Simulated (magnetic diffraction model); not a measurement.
# PrV₂Co below its ordering temperature

Space group P4/nmm (no. 129, origin choice 1), a = 3.9570 Å, c = 8.8530 Å.

| site | atom | x | y | z |
| --- | --- | --- | --- | --- |
| 2c | Pr | 1/2 | 0 | 0.2606 |
| 2b | Co | 0 | 0 | 1/2 |
| 2c | V | 1/2 | 0 | 0.6247 |
| 2a | V | 0 | 0 | 0 |

The compound is invented for this exercise: a known structure type with other elements, its cell scaled to their sizes and not relaxed.

Only Pr is taken to order (form factors of Pr3+); orders and moment sizes are assumed, and not adapted to the symmetry. Radiation: neutrons of λ = 1.8 Å, 5° to 80°; isotropic B of 0.27 Å² (Pr), 0.39 Å² (Co) and 0.41 Å² (V). Simulated constant-wavelength pattern: nuclear and magnetic terms add, the magnetic one as |2.695 fm × Σ f S⊥ exp(2πi Q·r) exp(−B s²)|², summed over all Q at one angle with the factor 1/(sin²θ cos θ). For collinear order S is the moment m, which repeats by lattice and centring translations R with the sign exp(−2πi k·R). Free-ion form factors, Sears's scattering lengths of 1992, no absorption; a label names one of the reflections at its angle. The strongest nuclear line in the range is 100, and lines under 0.2 are left out.

Above the ordering temperature:

```csv
2θ (°),index,I
11.67,(0 0 1),53.1
23.46,(0 0 2),9.4
28.85,(1 0 1),100.0
35.51,(0 0 3),3.6
35.52,(1 0 2),2.8
37.53,(1 1 0),5.7
39.43,(1 1 1),19.0
44.72,(1 0 3),33.7
44.73,(1 1 2),83.3
47.99,(0 0 4),19.8
52.62,(1 1 3),17.4
54.12,(2 0 0),26.9
55.54,(1 0 4),1.9
55.56,(2 0 1),10.8
59.77,(2 0 2),7.0
61.10,(0 0 5),5.9
62.46,(1 1 4),7.9
62.48,(2 1 1),50.5
66.41,(2 0 3),4.7
66.42,(2 1 2),1.9
67.68,(1 0 5),15.8
72.74,(2 1 3),30.8
```
(The table stops after 22 lines; 3 more lie at higher angle.)

Below it (cell unchanged):

```tsv
2θ (°)	I
11.67	53.1
14.31	121.6
21.93	76.0
23.46	9.4
28.85	100.0
30.06	87.8
32.33	6.6
34.50	42.6
35.51	3.6
35.52	2.8
37.53	5.7
39.43	19.0
40.35	24.2
42.14	33.0
43.87	10.8
43.89	11.3
44.72	33.7
44.73	83.3
47.99	19.8
48.81	26.1
50.35	14.6
51.87	10.4
51.88	27.7
52.62	17.4
54.12	26.9
55.54	1.9
55.56	10.8
56.25	2.3
56.28	19.9
57.69	10.6
59.07	2.9
59.08	18.0
59.77	7.0
61.10	5.9
62.46	7.9
62.48	50.5
```
(The table stops after 36 lines; 20 more lie at higher angle.)

**Question.** Check that the new lines index with k = (1/2 0 1/2), then choose among these models:
A. collinear moments along [111], 2.8 μB on Pr; signs + at (1/2, 0, 0.2606), − at (0, 1/2, 0.7394)
B. collinear moments along [001], 2.8 μB on Pr; signs + at (1/2, 0, 0.2606), + at (0, 1/2, 0.7394)
C. collinear moments along [001], 2.8 μB on Pr; signs + at (1/2, 0, 0.2606), − at (0, 1/2, 0.7394)
D. collinear moments along [111], 2.8 μB on Pr; signs + at (1/2, 0, 0.2606), + at (0, 1/2, 0.7394)

The new lines index as (1/2 0 1/2) at 14.31°, (1/2 0 -3/2) at 21.93°, (1/2 1 -1/2) at 30.06° and (1/2 0 5/2) at 32.33°, that is as H ± k with k = (1/2 0 1/2), one of 2 inequivalent arms of its star (k and −k counted as one), which a powder can't tell apart. Half indices mean that the moments reverse under translations with k·R a half-integer, and the magnetic cell has twice the primitive volume.

Magnetic intensity, observed (below minus above) and for each model:

| 2θ (°) | index | observed | A | B | C | D |
| --- | --- | --- | --- | --- | --- | --- |
| 14.31 | (1/2 0 1/2) | 121.6 | 231.7 | 193.2 | 193.2 | 121.6 |
| 21.93 | (1/2 0 -3/2) | 76.0 | 18.3 | 34.4 | 34.4 | 76.0 |
| 30.06 | (1/2 1 -1/2) | 87.8 | 77.0 | 94.8 | 94.8 | 87.8 |
| 32.33 | (1/2 0 5/2) | 6.6 | 25.5 | 7.0 | 7.0 | 6.6 |
| 34.50 | (1/2 1 3/2) | 42.6 | 60.6 | 53.8 | 53.8 | 42.6 |
| 42.14 | (1/2 1 -5/2) | 33.0 | 20.4 | 23.4 | 23.4 | 33.0 |
| 43.89 | (3/2 0 3/2) | 11.3 | 21.2 | 17.8 | 17.8 | 11.3 |
| 57.69 | (3/2 1 5/2) | 10.6 | 20.8 | 16.2 | 16.2 | 10.6 |

Model D matches.

The structure used: k = (1/2 0 1/2), collinear moments along [111], 2.8 μB on Pr; signs + at (1/2, 0, 0.2606), + at (0, 1/2, 0.7394).

[Logs are printed without paths, hosts, clocks, repeated set-up lines and the standing remarks that a program may print on its own settings, such as how far it seeks lower states.]
